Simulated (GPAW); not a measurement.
# Li/Ti(0001): work function by functional and basis

Wanted: work functions and dipole of Li/Ti(0001), with the cost of each level.

Calculated with GPAW 26.7.0; GPAW, PAW setups; slab in vacuum, relaxation, in the first sound run; inputs show where later runs differ.

## (1) Starting point

The cell holds 5 atoms: 4 Ti and 1 Li. Cell: a = 2.950 Å, b = 2.950 Å, c = 25.456 Å, α = 90.0°, β = 90.0°, γ = 60.0°. Vacuum lies along c.

## (2) Relaxation

The atoms are relaxed first, since the surface dipole, and with it the work function, follows the positions of the outer layers. The lowest 2 atoms are held at bulk positions and keep their forces.

The input, run.py:

```python
import json
import numpy as np
from ase import Atoms
from ase.constraints import FixAtoms
from ase.optimize import BFGS
from gpaw import GPAW, PW

slab = Atoms(
    ['Ti', 'Ti', 'Ti', 'Ti', 'Li'],
    positions=[
        [2.95000, 1.70318, 8.00000],
        [0.00000, 0.00000, 10.34230],
        [2.95000, 1.70318, 12.68460],
        [0.00000, 0.00000, 15.02690],
        [1.47500, 0.85159, 17.45562]],
    cell=[[2.95, 0.0, 0.0], [1.475, 2.55477, 0.0], [0.0, 0.0, 25.45562]],
    pbc=[True, True, False])

slab.calc = GPAW(mode=PW(400), xc='PBE', kpts={'size': (12, 12, 1), 'gamma': True},
                 occupations={'name': 'fermi-dirac', 'width': 0.1}, nbands='300%',
                 convergence={'density': 1e-05}, maxiter=200,
                 poissonsolver={'dipolelayer': 'xy'},
                 symmetry={'tolerance': 1e-3, 'extra_ids': [1, 1, 0, 0, 0]}, txt='slab.txt')
result = {}
slab.set_constraint(FixAtoms([0, 1]))
path = []
opt = BFGS(slab, maxstep=0.2)
opt.attach(lambda: path.append((slab.get_potential_energy(), slab.positions.tolist(), slab.get_forces().tolist())))
result['relaxed'] = bool(opt.run(fmax=0.03, steps=40))
result['path'] = path
energy = slab.get_potential_energy()
fermi = slab.calc.get_fermi_level()
v = slab.calc.get_electrostatic_potential().mean((0, 1)) - fermi
n = slab.calc.get_pseudo_density().mean((0, 1))
L = slab.cell[2, 2]
z = np.arange(len(v)) * L / len(v)
low, high = slab.positions[:, 2].min(), slab.positions[:, 2].max()
below, above = np.interp([low - 5.8, high + 5.8], z, v)
slopes = [np.interp(x, z, np.gradient(v, z)) for x in (low - 5.8, high + 5.8)]
eps = np.array([[slab.calc.get_eigenvalues(k, s) for k in range(len(slab.calc.get_ibz_k_points()))]
                for s in range(slab.calc.get_number_of_spins())]) - fermi
top, bottom = eps[eps < 0].max(), eps[eps > 0].min()
dipole = slab.get_dipole_moment()[2]
print(f'energy {energy:.4f} eV, Fermi level {fermi:.4f} eV, dipole {dipole:.5f} e A')
print(f'potential 5.8 A off the faces, from the Fermi level: lower {below:.4f} eV, upper {above:.4f} eV')
print(f'slope of the potential there: lower {slopes[0]:.5f}, upper {slopes[1]:.5f} eV/A')
print(f'nearest levels on the mesh: {top:.4f} and {bottom:.4f} eV')
print('magnetic moment', round(slab.get_magnetic_moment(), 3))
result.update(energy=energy, fermi=fermi, dipole=dipole, below=below, above=above, slopes=slopes, edges=[top, bottom],
              z=z.tolist(), v=v.tolist(), n=n.tolist(), positions=slab.positions.tolist(),
              forces=slab.get_forces(apply_constraint=False).tolist(), moments=slab.get_magnetic_moments().tolist())
json.dump(result, open('result.json', 'w'))
```

The run is started by

```console
> OMP_NUM_THREADS=1 OPENBLAS_NUM_THREADS=1 python run.py
```

What it wrote:

```text
Step          Energy          fmax
BFGS:    0      -26.931715        0.323197
BFGS:    1      -26.934282        0.299283
BFGS:    2      -26.946258        0.075804
BFGS:    3      -26.946921        0.047906
BFGS:    4      -26.946974        0.048148
BFGS:    5      -26.947061        0.046763
BFGS:    6      -26.947249        0.040229
BFGS:    7      -26.947522        0.049544
BFGS:    8      -26.947754        0.046359
BFGS:    9      -26.947841        0.031237
BFGS:   10      -26.947877        0.030472
BFGS:   11      -26.947923        0.037379
BFGS:   12      -26.948011        0.041297
BFGS:   13      -26.948166        0.036627
BFGS:   14      -26.948294        0.022587
energy -26.8204 eV, Fermi level 1.1971 eV, dipole 0.04818 e A
potential 5.8 A off the faces, from the Fermi level: lower 4.4175 eV, upper 3.2531 eV
slope of the potential there: lower -0.00034, upper 0.00063 eV/A
nearest levels on the mesh: -0.0000 and 0.0242 eV
magnetic moment 0.0
```

Elapsed: 28 min, on 1 thread of Arm Neoverse V2, shared host; peak memory 0.26 GiB.

Step by step:

```tsv
step	energy less that of the first step (eV)	largest force (eV/Å)
1	0.0000	0.3232
2	-0.0029	0.2993
3	-0.0187	0.0758
4	-0.0186	0.0479
5	-0.0187	0.0481
6	-0.0190	0.0468
7	-0.0194	0.0402
8	-0.0200	0.0495
9	-0.0203	0.0464
10	-0.0203	0.0312
11	-0.0203	0.0305
12	-0.0202	0.0374
13	-0.0202	0.0413
14	-0.0204	0.0366
15	-0.0206	0.0226
```

The atoms that moved most (Å):

```tsv
atom	dx	dy	dz	length
Ti4	0.000	0.000	-0.063	0.063
Li5	0.000	0.000	-0.053	0.053
Ti3	0.000	0.000	0.033	0.033
```

Final coordinates:

```
Ti Li
1.0
     2.95000    0.00000    0.00000
     1.47500    2.55477    0.00000
     0.00000    0.00000   25.45562
Ti Li
4 1
Direct
  0.66667 0.66667 0.31427
  0.00000 0.00000 0.40629
  0.66667 0.66667 0.49960
  0.00000 0.00000 0.58784
  0.33333 0.33333 0.68363
```

This step gave:

| Quantity | Value |
| --- | --- |
| dipole along the normal | 0.04818 e·Å |
| levels nearest the Fermi level on the mesh | -2.11e-5, 0.02417 eV from the Fermi level |
| upper work function | 3.253 eV |
| lower work function | 4.418 eV |

The electrostatic potential energy of an electron (without an applied field's), less the Fermi level, planar mean oscillates, so the rows of the table below give means over windows of 2.44 Å about each position, cut where the curve ends. Its maxima inside the range that stand out by 2 % of the span (Å: eV): 0.5: 4.42, 9.1: -0.225, 11.6: -0.208, 13.8: -0.937, 16.4: 1.42. Its minima: 8.0: -19.6, 10.4: -19.3, 12.7: -19.4, 15.0: -19.5, 17.4: -3.92.

Electrostatic potential energy of an electron (without an applied field's), less the Fermi level, planar mean against z; means over each step:

```tsv
z (Å)	electrostatic potential energy of an electron (without an applied field's), less the Fermi level, planar mean (eV)
1.22	4.37
3.66	4.41
6.10	2.45
8.54	-8.27
10.98	-8.16
13.42	-8.93
15.86	-6.09
18.30	-0.148
20.74	3.17
23.18	3.25
```

The pseudo valence density, planar mean oscillates, so the rows of the table below give means over windows of 2.33 Å about each position, cut where the curve ends. Its maxima inside the range that stand out by 2 % of the span (Å: e/Å³): 8.1: 1.60, 10.4: 1.60, 12.7: 1.62, 15.1: 1.56. Its minima: 9.1: 0.192, 11.5: 0.184, 13.8: 0.209.

The pseudo valence density, planar mean by z; means over each step:

```tsv
z (Å)	pseudo valence density, planar mean (e/Å³)
1.17	0
3.50	1.8e-4
5.83	0.0240
8.16	0.672
10.48	0.680
12.82	0.687
15.14	0.666
17.48	0.0544
19.80	0.00627
22.13	1.1e-4
```

The relaxation lowered the energy of the cell by 0.0206 eV (energies extrapolated to zero smearing; the optimiser's log prints free energies). The largest force left on a free atom is 0.023 eV/Å.

## (3) The slab's potential

The work function is the vacuum plateau of the electrostatic potential less the Fermi level; a dipole layer lets the two faces have plateaus of their own.

This step: GPAW, PAW setups; slab in vacuum (GPAW 26.7.0).

Edit run.py of step 2 so:

```diff
@@ -3,4 +3,2 @@
 from ase import Atoms
-from ase.constraints import FixAtoms
-from ase.optimize import BFGS
 from gpaw import GPAW, PW
@@ -12,5 +10,5 @@
         [0.00000, 0.00000, 10.34230],
-        [2.95000, 1.70318, 12.68460],
-        [0.00000, 0.00000, 15.02690],
-        [1.47500, 0.85159, 17.45562]],
+        [2.95000, 1.70318, 12.71755],
+        [-0.00000, 0.00000, 14.96383],
+        [1.47500, 0.85159, 17.40227]],
     cell=[[2.95, 0.0, 0.0], [1.475, 2.55477, 0.0], [0.0, 0.0, 25.45562]],
@@ -22,10 +20,4 @@
                  poissonsolver={'dipolelayer': 'xy'},
-                 symmetry={'tolerance': 1e-3, 'extra_ids': [1, 1, 0, 0, 0]}, txt='slab.txt')
+                 symmetry={'tolerance': 1e-3}, txt='slab.txt')
 result = {}
-slab.set_constraint(FixAtoms([0, 1]))
-path = []
-opt = BFGS(slab, maxstep=0.2)
-opt.attach(lambda: path.append((slab.get_potential_energy(), slab.positions.tolist(), slab.get_forces().tolist())))
-result['relaxed'] = bool(opt.run(fmax=0.03, steps=40))
-result['path'] = path
 energy = slab.get_potential_energy()
```

What it wrote:

```text
energy -26.8204 eV, Fermi level 1.1970 eV, dipole 0.04845 e A
potential 5.8 A off the faces, from the Fermi level: lower 4.4177 eV, upper 3.2531 eV
slope of the potential there: lower -0.00039, upper 0.00067 eV/A
nearest levels on the mesh: -0.0000 and 0.0241 eV
magnetic moment 0.0
```

Elapsed: 3.7 min, on 1 thread; peak memory 0.26 GiB.

This step gave:

| Quantity | Value |
| --- | --- |
| dipole along the normal | 0.04845 e·Å |
| levels nearest the Fermi level on the mesh | -1.48e-5, 0.02415 eV from the Fermi level |

The electrostatic potential energy of an electron (without an applied field's), less the Fermi level, planar mean by z:

```tsv
z (Å)	electrostatic potential energy of an electron (without an applied field's), less the Fermi level, planar mean (eV)
0.0	3.84
0.5	4.42
1.0	4.42
1.5	4.42
2.0	4.42
2.5	4.42
3.0	4.42
3.5	4.42
4.0	4.41
4.5	4.39
5.0	4.35
5.5	4.20
6.0	3.76
6.5	2.53
7.0	-0.722
7.5	-9.46
8.0	-19.5
8.5	-8.89
9.0	-0.721
9.5	-2.15
10.0	-13.3
10.5	-18.0
11.0	-5.26
11.5	-0.252
12.0	-4.10
12.5	-16.7
13.0	-14.9
13.5	-3.17
14.0	-1.38
14.5	-9.91
15.0	-19.2
15.5	-8.15
16.0	-0.104
16.5	1.31
17.0	-1.45
17.5	-3.89
18.0	-1.10
18.5	1.17
19.0	2.34
19.5	2.87
20.0	3.10
20.5	3.19
21.0	3.23
21.5	3.24
22.0	3.25
22.5	3.25
23.0	3.25
23.5	3.25
24.0	3.25
24.5	3.25
25.0	3.25
```

The pseudo valence density, planar mean oscillates, so the rows of the table below give means over windows of 2.33 Å about each position, cut where the curve ends. Its maxima inside the range that stand out by 2 % of the span (Å: e/Å³): 8.1: 1.60, 10.4: 1.60, 12.7: 1.62, 15.1: 1.56. Its minima: 9.1: 0.192, 11.5: 0.184, 13.8: 0.209.

Pseudo valence density, planar mean against z; means over each step:

```tsv
z (Å)	pseudo valence density, planar mean (e/Å³)
1.17	0
3.50	1.8e-4
5.83	0.0240
8.16	0.672
10.48	0.680
12.82	0.687
15.14	0.666
17.48	0.0544
19.80	0.00627
22.13	1.1e-4
```

Force by atom:

```tsv
atom	x (eV/Å)	y (eV/Å)	z (eV/Å)	size
Ti1	0.000	0.000	0.556	0.556
Ti2	0.000	0.000	-0.556	0.556
Ti3	0.000	0.000	0.021	0.021
Ti4	0.000	0.000	-0.022	0.022
Li5	0.000	0.000	-0.001	0.001
```

The potential is flat to 6.7e-4 eV/Å where it is read, so the vacuum is wide enough.

## (4) Self-consistent run: xc = "RPBE"

The same geometry under RPBE, to see how far the functional moves the levels against the vacuum.

Edit run.py of step 3 so:

```diff
@@ -16,3 +16,3 @@
 
-slab.calc = GPAW(mode=PW(400), xc='PBE', kpts={'size': (12, 12, 1), 'gamma': True},
+slab.calc = GPAW(mode=PW(400), xc='RPBE', kpts={'size': (12, 12, 1), 'gamma': True},
                  occupations={'name': 'fermi-dirac', 'width': 0.1}, nbands='300%',
```

What it wrote:

```text
energy -25.2159 eV, Fermi level 1.2906 eV, dipole 0.04643 e A
potential 5.8 A off the faces, from the Fermi level: lower 4.3077 eV, upper 3.1917 eV
slope of the potential there: lower -0.00043, upper 0.00075 eV/A
nearest levels on the mesh: -0.0122 and 0.0016 eV
magnetic moment 0.0
```

It took 4.1 min on 1 thread; peak memory 0.26 GiB.

This step gave:

```yaml
dipole_along_the_normal: 0.04643 e·Å
levels_nearest_the_fermi_level_on_the_mesh: -0.01220, 0.001637 eV from the Fermi level
upper_work_function: 3.192 eV
lower_work_function: 4.308 eV
```

The electrostatic potential energy of an electron (without an applied field's), less the Fermi level, planar mean oscillates, so the rows of the table below give means over windows of 2.44 Å about each position, cut where the curve ends. Its maxima inside the range that stand out by 2 % of the span (Å: eV): 0.5: 4.31, 9.1: -0.331, 11.6: -0.319, 13.8: -1.04, 16.4: 1.32. Its minima: 8.0: -19.7, 10.4: -19.4, 12.7: -19.6, 15.0: -19.6, 17.4: -3.98.

The electrostatic potential energy of an electron (without an applied field's), less the Fermi level, planar mean by z; means over each step:

z (Å), electrostatic potential energy of an electron (without an applied field's), less the Fermi level, planar mean (eV) and a bar from the least value:
```
     1.22        4.3 ##############################
     3.66        4.3 ##############################
     6.10        2.3 ##########################
     8.54       -8.4 #
    10.98       -8.3 ##
    13.42       -9.0 
    15.86       -6.2 ######
    18.30       -0.2 ####################
    20.74        3.1 ###########################
    23.18        3.2 ############################
```

The pseudo valence density, planar mean oscillates, so the rows of the table below give means over windows of 2.33 Å about each position, cut where the curve ends. Its maxima inside the range that stand out by 2 % of the span (Å: e/Å³): 8.1: 1.60, 10.4: 1.60, 12.7: 1.62, 15.1: 1.56. Its minima: 9.1: 0.192, 11.5: 0.185, 13.8: 0.209.

The pseudo valence density, planar mean by z; means over each step:

```tsv
z (Å)	pseudo valence density, planar mean (e/Å³)
1.17	0
3.50	1.9e-4
5.83	0.0240
8.16	0.672
10.48	0.680
12.82	0.687
15.14	0.666
17.48	0.0545
19.80	0.00627
22.13	1.2e-4
```

Force by atom:

```tsv
atom	x (eV/Å)	y (eV/Å)	z (eV/Å)	size
Ti1	0.000	0.000	0.404	0.404
Ti2	0.000	0.000	-0.552	0.552
Ti3	0.000	0.000	0.009	0.009
Ti4	0.000	0.000	0.069	0.069
Li5	0.000	0.000	0.067	0.067
```

The upper face's work function is 3.192 eV, against 3.253 eV in the first plane-wave PBE run at this geometry.

## (5) Self-consistent run: xc = "revPBE"

The same geometry under revPBE, to see how far the functional moves the levels against the vacuum.

Edit run.py of step 4 so:

```diff
@@ -16,3 +16,3 @@
 
-slab.calc = GPAW(mode=PW(400), xc='RPBE', kpts={'size': (12, 12, 1), 'gamma': True},
+slab.calc = GPAW(mode=PW(400), xc='revPBE', kpts={'size': (12, 12, 1), 'gamma': True},
                  occupations={'name': 'fermi-dirac', 'width': 0.1}, nbands='300%',
```

What it wrote:

```text
energy -25.4763 eV, Fermi level 1.2770 eV, dipole 0.04689 e A
potential 5.8 A off the faces, from the Fermi level: lower 4.3176 eV, upper 3.1905 eV
slope of the potential there: lower -0.00040, upper 0.00074 eV/A
nearest levels on the mesh: -0.0124 and 0.0013 eV
magnetic moment 0.0
```

Wall time 4 min (1 thread); peak memory 0.26 GiB.

This step gave:

| Item | Value |
| --- | --- |
| dipole along the normal | 0.04689 e·Å |
| levels nearest the Fermi level on the mesh | -0.01236, 0.001266 eV from the Fermi level |
| upper work function | 3.190 eV |
| lower work function | 4.318 eV |

The upper face's work function is 3.190 eV, against 3.253 eV in the first plane-wave PBE run at this geometry.

## (6) Self-consistent run: xc = "LDA"

The same geometry under LDA, to see how far the functional moves the levels against the vacuum.

Edit run.py of step 5 so:

```diff
@@ -16,3 +16,3 @@
 
-slab.calc = GPAW(mode=PW(400), xc='revPBE', kpts={'size': (12, 12, 1), 'gamma': True},
+slab.calc = GPAW(mode=PW(400), xc='LDA', kpts={'size': (12, 12, 1), 'gamma': True},
                  occupations={'name': 'fermi-dirac', 'width': 0.1}, nbands='300%',
```

What it wrote:

```text
energy -29.7740 eV, Fermi level 0.9959 eV, dipole 0.05141 e A
potential 5.8 A off the faces, from the Fermi level: lower 4.5980 eV, upper 3.3625 eV
slope of the potential there: lower -0.00034, upper 0.00064 eV/A
nearest levels on the mesh: -0.0065 and 0.0153 eV
magnetic moment 0.0
```

The job ended after 3.2 min (1 thread; peak memory 0.26 GiB).

This step gave:

```
dipole along the normal                    : 0.05141 e·Å
levels nearest the Fermi level on the mesh : -0.006467, 0.01530 eV from the Fermi level
upper work function                        : 3.362 eV
lower work function                        : 4.598 eV
```

The upper face's work function is 3.362 eV, against 3.253 eV in the first plane-wave PBE run at this geometry.

## (7) Self-consistent run: xc = "vdW-DF2"

The same geometry under vdW-DF2, to see how far the functional moves the levels against the vacuum (the van der Waals functionals take revPBE setups).

Edit run.py of step 6 so:

```diff
@@ -16,3 +16,3 @@
 
-slab.calc = GPAW(mode=PW(400), xc='LDA', kpts={'size': (12, 12, 1), 'gamma': True},
+slab.calc = GPAW(mode=PW(400), xc='vdW-DF2', kpts={'size': (12, 12, 1), 'gamma': True},
                  occupations={'name': 'fermi-dirac', 'width': 0.1}, nbands='300%',
```

What it wrote:

```text
energy -191.0531 eV, Fermi level 1.1091 eV, dipole 0.05339 e A
potential 5.8 A off the faces, from the Fermi level: lower 4.6287 eV, upper 3.3451 eV
slope of the potential there: lower -0.00077, upper 0.00171 eV/A
nearest levels on the mesh: -0.0085 and 0.0175 eV
magnetic moment 0.0
```

Run time: 3.5 min. Hardware: 1 thread; peak memory 0.38 GiB.

Numbers from this step:

```yaml
dipole_along_the_normal: 0.05339 e·Å
levels_nearest_the_fermi_level_on_the_mesh: -0.008508, 0.01750 eV from the Fermi level
upper_work_function: 3.345 eV
lower_work_function: 4.629 eV
```

The upper face's work function is 3.345 eV, against 3.253 eV in the first plane-wave PBE run at this geometry.

## (8) OptPBE vdW: xc = "optPBE-vdW"

The same geometry under optPBE-vdW, to see how far the functional moves the levels against the vacuum (the van der Waals functionals take revPBE setups).

Edit run.py of step 7 so:

```diff
@@ -16,3 +16,3 @@
 
-slab.calc = GPAW(mode=PW(400), xc='vdW-DF2', kpts={'size': (12, 12, 1), 'gamma': True},
+slab.calc = GPAW(mode=PW(400), xc='optPBE-vdW', kpts={'size': (12, 12, 1), 'gamma': True},
                  occupations={'name': 'fermi-dirac', 'width': 0.1}, nbands='300%',
```

What it wrote:

```text
energy -57.9304 eV, Fermi level 1.1235 eV, dipole 0.05045 e A
potential 5.8 A off the faces, from the Fermi level: lower 4.5623 eV, upper 3.3494 eV
slope of the potential there: lower -0.00061, upper 0.00136 eV/A
nearest levels on the mesh: -0.0086 and 0.0210 eV
magnetic moment 0.0
```

Wall time 4 min (1 thread); peak memory 0.38 GiB.

Numbers from this step:

```yaml
dipole_along_the_normal: 0.05045 e·Å
levels_nearest_the_fermi_level_on_the_mesh: -0.008560, 0.02104 eV from the Fermi level
upper_work_function: 3.349 eV
lower_work_function: 4.562 eV
```

The electrostatic potential energy of an electron (without an applied field's), less the Fermi level, planar mean by z:

```tsv
z (Å)	electrostatic potential energy of an electron (without an applied field's), less the Fermi level, planar mean (eV)
0.0	3.96
0.5	4.56
1.0	4.56
1.5	4.56
2.0	4.56
2.5	4.56
3.0	4.56
3.5	4.56
4.0	4.55
4.5	4.53
5.0	4.47
5.5	4.30
6.0	3.84
6.5	2.58
7.0	-0.668
7.5	-9.37
8.0	-19.4
8.5	-8.83
9.0	-0.740
9.5	-2.15
10.0	-13.2
10.5	-17.9
11.0	-5.22
11.5	-0.261
12.0	-4.07
12.5	-16.6
13.0	-14.8
13.5	-3.16
14.0	-1.40
14.5	-9.85
15.0	-19.1
15.5	-8.08
16.0	-0.0959
16.5	1.29
17.0	-1.46
17.5	-3.89
18.0	-1.09
18.5	1.18
19.0	2.35
19.5	2.90
20.0	3.15
20.5	3.26
21.0	3.31
21.5	3.33
22.0	3.34
22.5	3.35
23.0	3.35
23.5	3.35
24.0	3.35
24.5	3.35
25.0	3.35
```

The upper face's work function is 3.349 eV, against 3.253 eV in the first plane-wave PBE run at this geometry.

## (9) Real-space grid: mode = "fd"

A real-space grid is a second complete basis, so it checks the plane-wave result.

Edit run.py of step 8 so:

```diff
@@ -3,3 +3,3 @@
 from ase import Atoms
-from gpaw import GPAW, PW
+from gpaw import GPAW
 
@@ -16,3 +16,3 @@
 
-slab.calc = GPAW(mode=PW(400), xc='optPBE-vdW', kpts={'size': (12, 12, 1), 'gamma': True},
+slab.calc = GPAW(mode='fd', h=0.18, xc='PBE', kpts={'size': (12, 12, 1), 'gamma': True},
                  occupations={'name': 'fermi-dirac', 'width': 0.1}, nbands='300%',
```

What it wrote:

```text
energy -27.2490 eV, Fermi level -3.8333 eV, dipole 0.04845 e A
potential 5.8 A off the faces, from the Fermi level: lower 4.4146 eV, upper 3.2517 eV
slope of the potential there: lower -0.00025, upper 0.00060 eV/A
nearest levels on the mesh: -0.0006 and 0.0234 eV
magnetic moment 0.0
```

Wall time 20 min (1 thread); peak memory 1.3 GiB.

This step gave:

| Quantity | Value |
| --- | --- |
| dipole along the normal | 0.04845 e·Å |
| levels nearest the Fermi level on the mesh | -6.44e-4, 0.02339 eV from the Fermi level |
| upper work function | 3.252 eV |
| lower work function | 4.415 eV |

The upper face's work function is 3.252 eV, against 3.253 eV in the first plane-wave PBE run at this geometry.

(Part 1 of 2 ends here.)

[Logs are printed without paths, hosts, clocks, repeated set-up lines and the standing remarks that a program may print on its own settings, such as how far it seeks lower states.]

[Hosts, paths, dates, database ids (printed as entryN), source tags and the programs' standing remarks are cut or masked in the printed files.]
